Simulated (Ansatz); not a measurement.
# A hypothetical structure for ZrNbBN, part 2 of 2

This structure for ZrNbBN is made up. Its elements were placed in a known structure type with a cell scaled to their sizes. What cell does the guess relax to, and how far off was it?

Ansatz 0.2.0; DFT, PBE, plane-wave PAW, files of the set soft_1, scalar-relativistic, no spin, cell and ions relaxed at zero pressure; PAW set soft_1 (the session's first sound run).

So far: The starting structure; Relaxation of the guess. The relaxed cell has a = 3.264, c = 16.109 Å (conventional setting).

### Step 3. Electronic structure of the relaxed cell

A second self-consistent run takes a narrower smearing and the mesh shown in its input; the bands follow along the standard path of the relaxed lattice.

This step: DFT, PBE, plane-wave PAW, files of the set soft_1, scalar-relativistic, no spin, bands and density of states at the relaxed cell; PAW set soft_1 (Ansatz 0.2.0).

input.yaml reads:

```yaml
crystal:
  lattice:
    - [1.6318998668, 0.9421778276, 5.3697762804]
    - [-1.6318998668, 0.9421778276, 5.3697762804]
    - [0.0, -1.8843556547, 5.3697762805]
  atoms:
    - { symbol: Nb, position: [0.7507782494, 0.7507782494, 0.7507782494] }
    - { symbol: Zr, position: [0.2483636335, 0.2483636335, 0.2483636335] }
    - { symbol: "N", position: [0.4974568874, 0.4974568874, 0.4974568874] }
    - { symbol: B, position: [0.0045012027, 0.0045012027, 0.0045012027] }
kpoints:
  mp_grid: { grid: [12, 12, 12] }
  band_path:
    path:
      - [[0.0, 0.0, 0.0], [0.5, 0.0, 0.0], [0.5, 0.18719067, -0.18719067]]
      - [[0.81280933, 0.5, 0.18719067], [0.5, 0.5, 0.5], [0.0, 0.0, 0.0], [0.34359534, 0.0, -0.34359534]]
      - [[0.65640466, 0.34359534, 0.0], [0.5, 0.5, 0.0], [0.65640466, 0.65640466, 0.18719067], [0.5, 0.5, 0.5]]
      - [[0.5, 0.0, 0.0], [0.81280933, 0.34359534, 0.34359534]]
    npoints: 8
scf:
  occupations: { method: fermi_dirac, width: 0.03 }
  n_extra_bands: 8
hamiltonian:
  xc: pbe
  pseudopotentials: { kind: paw, azcp: { folder: soft_1 } }
output:
  forces: true
  stress: true
  write_bands: true
  dos: { projected: true }
  write_density: true
  write_potential: true
  elf: true
  volumetric_format: npy
```

Launch:

```
ansatz run input.yaml --threads 4 --pin off --max-ram 8192MiB --backend cpu --events-out ev --progress --plain --runs-dir out
```

Numbers of over 12 decimals in the logs are rounded to 6 here.

Output:

```text
[...]
Crystal: 4 atoms, lattice volume = 49.537 Å³
Basis set: ecut = 420 eV, 1007 PW (Γ), FFT grids on a1−a2, a2, −a2+a3, exchange–correlation on 48×80×48 points (8 copies of the dense FFT grid, shifted against one another)
Bands: 25, of which v1, the nominal top of the filled ones, is band 17 counted from 1 (16 counted from 0)
Symmetry: 6 space group operations
[...]
k-points: 189 of 1728 (time reversal used)
[...]
SCF iter   1: F=—  HF=-9286.545550 eV  |F-HF|=—  |Δ(HF+E_count)|=         —  Δρ=1.44e-1  dr2=3.12e1  ethr=3.10e-3  ⟨swp⟩=6.0  Hψ=20210  notcnv=0
[...]
SCF iter   9: F=-9279.994559 eV  HF=-9279.994559 eV  |F-HF|=1.31e-8  |Δ(HF+E_count)|=   1.65e-8  Δρ=5.12e-6  dr2=2.00e-8  ethr=3.03e-10  ⟨swp⟩=14.0  Hψ=32603  notcnv=0
SCF 1 converged in 9 iterations: F = -9279.994559 eV  dr2 = 2.00e-8
[...]
NSCF: frozen V_eff on 76 k-points
SCF converged after 9 iterations
Free energy (F): -9279.994559 eV
[...]
Internal energy: -9279.990414 eV  (E = F + TS)
E sigma→0 (E₀):  -9279.992487 eV
Entropy (-TS):   -0.004145 eV (-1.036 meV/atom)
Fermi energy:    16.363119 eV
[...]
--- Forces (eV/Å), atoms counted from 1 ---
  atom   1  Nb    -0.00000000    -0.00000000    -0.01149797
  atom   2  Zr    -0.00000000     0.00000000     0.01806837
  atom   3  N      0.00000000    -0.00000000    -0.00947026
  atom   4  B     -0.00000000     0.00000000     0.00287778
  max |Σ_I F_I| component: 2.21e-5 eV/Å
--- Stress (GPa, compression-positive) ---
        0.042578       0.000000      -0.000000
        0.000000       0.042578      -0.000000
       -0.000000      -0.000000      -0.080655
  P = ⅓ Tr σ = 0.0015 GPa (0.015 kbar)
--- Band table (eV; the first three rows and the last of 189) ---
  k-point 0: bands = [... 13 lower, 15.8038, 15.9399, 15.9399, 16.3085, 16.7363, 16.7363, 17.8498, 17.8498, ... 4 higher]
  k-point 1: bands = [... 13 lower, 15.1422, 15.6128, 15.6748, 16.0598, 16.9477, 17.0106, 18.1673, 18.5741, ... 4 higher]
  k-point 2: bands = [... 13 lower, 14.1233, 14.8049, 15.2880, 16.0295, 17.3753, 17.6167, 18.5786, 18.7932, ... 4 higher]
  k-point 188: bands = [... 13 lower, 13.0051, 14.7516, 14.7516, 16.8818, 16.8818, 17.3713, 17.9967, 18.2587, ... 4 higher]
```

Elapsed: 8.3 s, on 4 threads of Arm Neoverse V2, shared host; peak memory 0.55 GiB.

This step gave:

| Item | Value |
| --- | --- |
| free energy | -9279.9946 eV |
| energy at zero smearing | -9279.9925 eV |
| smearing term TS | 0.004145 eV |
| pressure | 0.001500 GPa |

bands.tsv at the labelled points (eV, zero at the Fermi level; the bands that come nearest the Fermi level along the path):

| point | band 14 | band 15 | band 16 | band 17 | band 18 | band 19 | band 20 | band 21 |
| --- | --- | --- | --- | --- | --- | --- | --- | --- |
| Γ | -0.56 | -0.42 | -0.42 | -0.05 | 0.37 | 0.37 | 1.49 | 1.49 |
| L | -3.91 | -2.78 | -1.48 | -0.05 | 0.80 | 2.48 | 2.94 | 4.38 |
| B1 | -3.23 | -2.81 | -2.20 | 0.64 | 1.62 | 2.24 | 3.51 | 3.68 |
| B | -3.23 | -2.81 | -2.20 | 0.64 | 1.62 | 2.24 | 3.51 | 3.68 |
| Z | -3.36 | -1.61 | -1.61 | 0.52 | 0.52 | 1.01 | 1.63 | 1.90 |
| Γ | -0.56 | -0.42 | -0.42 | -0.05 | 0.37 | 0.37 | 1.49 | 1.49 |
| X | -3.25 | -2.78 | -2.23 | 0.75 | 1.79 | 2.12 | 3.34 | 3.79 |
| Q | -3.25 | -2.78 | -2.23 | 0.75 | 1.79 | 2.12 | 3.34 | 3.79 |
| F | -3.05 | -2.63 | -0.84 | -0.44 | 2.37 | 2.70 | 3.18 | 3.69 |
| P1 | -3.06 | -2.80 | -0.82 | -0.64 | 2.34 | 2.42 | 3.36 | 3.37 |
| Z | -3.36 | -1.61 | -1.61 | 0.52 | 0.52 | 1.01 | 1.63 | 1.90 |
| L | -3.91 | -2.78 | -1.48 | -0.05 | 0.80 | 2.48 | 2.94 | 4.38 |
| P | -3.06 | -2.80 | -0.82 | -0.64 | 2.34 | 2.42 | 3.36 | 3.37 |

States per cell as run, both spins, in windows of 1 eV, from dos.tsv (zero at the Fermi level):

```csv
from,to,total
-8,-7,1.10
-7,-6,1.08
-6,-5,2.09
-5,-4,3.65
-4,-3,1.38
-3,-2,2.80
-2,-1,1.71
-1,0,1.13
0,1,1.39
1,2,2.23
2,3,3.44
3,4,3.05
```

Below -8 eV lie 18.1 more states.

Valence density in the ac plane of the conventional cell at fractional y = 0.000, with atoms of Nb and Zr and N and B within 0.2 Å of it. It is the smooth field of the valence electrons, not physical close to the nuclei.

Values in e/Å³, 24 rows by 14 columns, each cell a mean:
```
0.6 0.7 0.7 0.5 0.4 0.3 0.3 0.3 0.3 0.3 0.4 0.6 0.7 0.7
0.4 0.4 0.4 0.3 0.4 0.4 0.5 0.6 0.5 0.4 0.3 0.3 0.4 0.4
0.2 0.2 0.2 0.2 0.3 0.4 0.5 0.6 0.5 0.4 0.3 0.2 0.2 0.2
0.1 0.1 0.2 0.2 0.3 0.4 0.5 0.5 0.4 0.3 0.2 0.2 0.1 0.1
1.2 1.0 0.7 0.4 0.3 0.3 0.3 0.3 0.3 0.3 0.3 0.5 0.8 1.1
3.9 4.0 3.1 1.6 0.6 0.3 0.2 0.2 0.2 0.3 0.8 2.1 3.6 4.0
3.5 3.3 2.3 1.2 0.5 0.3 0.2 0.2 0.2 0.3 0.6 1.5 2.7 3.4
0.5 0.4 0.3 0.3 0.3 0.3 0.4 0.4 0.4 0.3 0.3 0.3 0.4 0.4
0.1 0.2 0.2 0.2 0.3 0.4 0.5 0.5 0.4 0.4 0.3 0.2 0.2 0.1
0.1 0.2 0.2 0.2 0.3 0.5 0.6 0.7 0.6 0.4 0.3 0.2 0.2 0.2
0.7 0.6 0.5 0.4 0.3 0.4 0.4 0.5 0.4 0.3 0.3 0.4 0.5 0.6
3.1 2.9 1.8 0.9 0.5 0.3 0.2 0.2 0.2 0.3 0.5 1.1 2.2 3.0
2.4 2.0 1.3 0.7 0.4 0.2 0.2 0.2 0.2 0.3 0.4 0.8 1.5 2.2
0.3 0.3 0.3 0.2 0.3 0.4 0.5 0.6 0.5 0.4 0.3 0.2 0.3 0.3
0.1 0.1 0.2 0.2 0.3 0.4 0.5 0.6 0.5 0.3 0.2 0.2 0.1 0.1
0.2 0.2 0.2 0.2 0.3 0.3 0.4 0.4 0.4 0.3 0.3 0.2 0.2 0.2
1.1 0.9 0.6 0.4 0.4 0.4 0.4 0.4 0.4 0.4 0.4 0.5 0.7 1.0
4.7 4.6 3.4 1.7 0.6 0.3 0.3 0.2 0.3 0.4 0.8 2.1 4.0 4.7
4.3 4.0 2.8 1.4 0.5 0.3 0.2 0.2 0.2 0.3 0.7 1.8 3.3 4.1
0.6 0.5 0.4 0.3 0.3 0.4 0.4 0.4 0.4 0.3 0.3 0.3 0.4 0.5
0.1 0.1 0.1 0.2 0.2 0.3 0.4 0.4 0.4 0.3 0.2 0.2 0.1 0.1
0.2 0.2 0.2 0.2 0.3 0.4 0.6 0.6 0.5 0.4 0.2 0.2 0.2 0.2
0.4 0.4 0.4 0.3 0.3 0.4 0.4 0.4 0.4 0.3 0.3 0.3 0.4 0.4
0.6 0.7 0.6 0.5 0.4 0.3 0.2 0.2 0.2 0.3 0.4 0.6 0.7 0.7
```
Columns run along a (3.3 Å), rows up along c (16.1 Å), edges of the conventional cell, whose origin can differ from the input's. Atoms in or near the plane, at fractional coordinates: Nb at (0.00, 0.25), Zr at (0.00, 0.75), N at (0.00, 0.50), B at (0.00, 0.00).

Electrostatic potential energy in the ac plane of the conventional cell at fractional y = 0.000, with atoms of Nb and Zr and N and B within 0.2 Å of it. With pseudopotentials it is smooth inside the atoms' cores, unlike the true potential.

Ten even steps from '0' (-43 eV) to '9' (18 eV), each cell a mean:
```
34689999999854
99998877788999
99998877789999
99999999999999
55689999998765
00136899986300
01257999987421
78899999999987
99999998999999
99998877789999
89998877789998
12589999999741
34799998999864
99998776788999
99998877789999
99999999999999
56789999999876
00147999986300
00247999986410
77899999999887
99999999999999
99998776788999
99998877789999
34689999999854
```
Columns run along a (3.3 Å; values clipped at the 3rd and 97th percentile), rows up along c (16.1 Å), edges of the conventional cell, whose origin can differ from the input's. Atoms in or near the plane, at fractional coordinates: Nb at (0.00, 0.25), Zr at (0.00, 0.75), N at (0.00, 0.50), B at (0.00, 0.00).

ELF in the ac plane of the conventional cell at fractional y = 0.000, with atoms of Nb and Zr and N and B within 0.2 Å of it. It is the smooth field of the valence electrons, not physical close to the nuclei.

Ten even steps from '0' (0.11) to '9' (0.76), each cell a mean:
```
24787422357863
88642112112478
32100111100022
00013455542100
55311356531245
47973001004896
78852234313788
21124789864212
11345666655421
11101122211011
77531111101367
46996200137996
89984100025898
54200123210135
11101123211011
22345666665432
43334688863233
57862234313786
67851122112687
22112577642112
10012233321100
54200123210024
99742112112589
23787422358863
```
Columns run along a (3.3 Å), rows up along c (16.1 Å), edges of the conventional cell, whose origin can differ from the input's. Atoms in or near the plane, at fractional coordinates: Nb at (0.00, 0.25), Zr at (0.00, 0.75), N at (0.00, 0.50), B at (0.00, 0.00).

### Step 4. What came out

- space group, relaxed: R3m
- conventional cell: a = 3.264, b = 3.264, c = 16.109 Å; α = 90.0°, β = 90.0°, γ = 120.0°
- volume per atom: 12.38 Å³ (guess 10.97)

In words: ZrNbBN relaxes to R3m with a = 3.264, b = 3.264 and c = 16.109 Å. The guessed volume was 11 % too small. The space group R3m was held in the relaxation, so the end point is a stationary structure within it and may be a saddle against distortions or other arrangements. Bands cross the Fermi level, so it is a metal or semimetal at this level. The electron count is odd, which forces that without spin polarisation or a larger cell. On the 12×12×12 mesh with the narrower smearing (relaxed on 10×10×10) the largest force component is 0.018 eV/Å and the largest stress component is 0.081 GPa, against the relaxation's thresholds of 0.015 eV/Å and 0.05 GPa. The cutoff wasn't tested. No dispersion term is used, so weakly bound directions may come out too long. The runs have no spin, and magnetism wasn't tested. Nothing here tests whether the compound is stable against decomposition.

[Logs are printed without paths, hosts, clocks, repeated set-up lines and the standing remarks that a program may print on its own settings, such as how far it seeks lower states.]

[Hosts, paths, dates, database ids (printed as entryN), source tags and the programs' standing remarks are cut or masked in the printed files.]
